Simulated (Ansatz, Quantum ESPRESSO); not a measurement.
# arsenene, 3 layers, AB stacking: the dipole at a withheld member of a series

Method. Quantum ESPRESSO 7.5, PBE, GBRV ultrasoft. Cell and atoms are relaxed without a field with a D3(BJ) correction and then held. Sawtooth field with dipole correction, 17 Å of vacuum in the starting cell, Fermi-Dirac smearing of 0.002 Ry; bands along a path at each field. The series steps the field along the normal.

```tsv
field along the normal	dipole (e Å)
0 V/Å	−0.006
0.05 V/Å	0.033
0.1 V/Å	0.071
0.3 V/Å	0.224
0.4 V/Å	0.300
```

To predict: What is the dipole at 0.2 V/Å?

**Worked estimate.** The rows at 0.1 V/Å and 0.3 V/Å give a slope of (0.224 − (0.071))/(0.3 − (0.1)) = 0.765, so a straight line gives 0.148 e Å. A parabola through these and the row at 0.05 V/Å gives 0.147 e Å.

What the calculation gave: 0.147 e Å. The line misses by +0.001 and the parabola by 0.000 e Å. Both misses are under 5 % of the step from the nearer row.

Caveats: Ions are held; semilocal gaps are too small; in strong fields empty levels can belong to the vacuum; one stacking. Members without a usable value, or on the other side of zero field or charge, are not listed.

[Logs are printed without paths, hosts, clocks, repeated set-up lines and the standing remarks that a program may print on its own settings, such as how far it seeks lower states.]
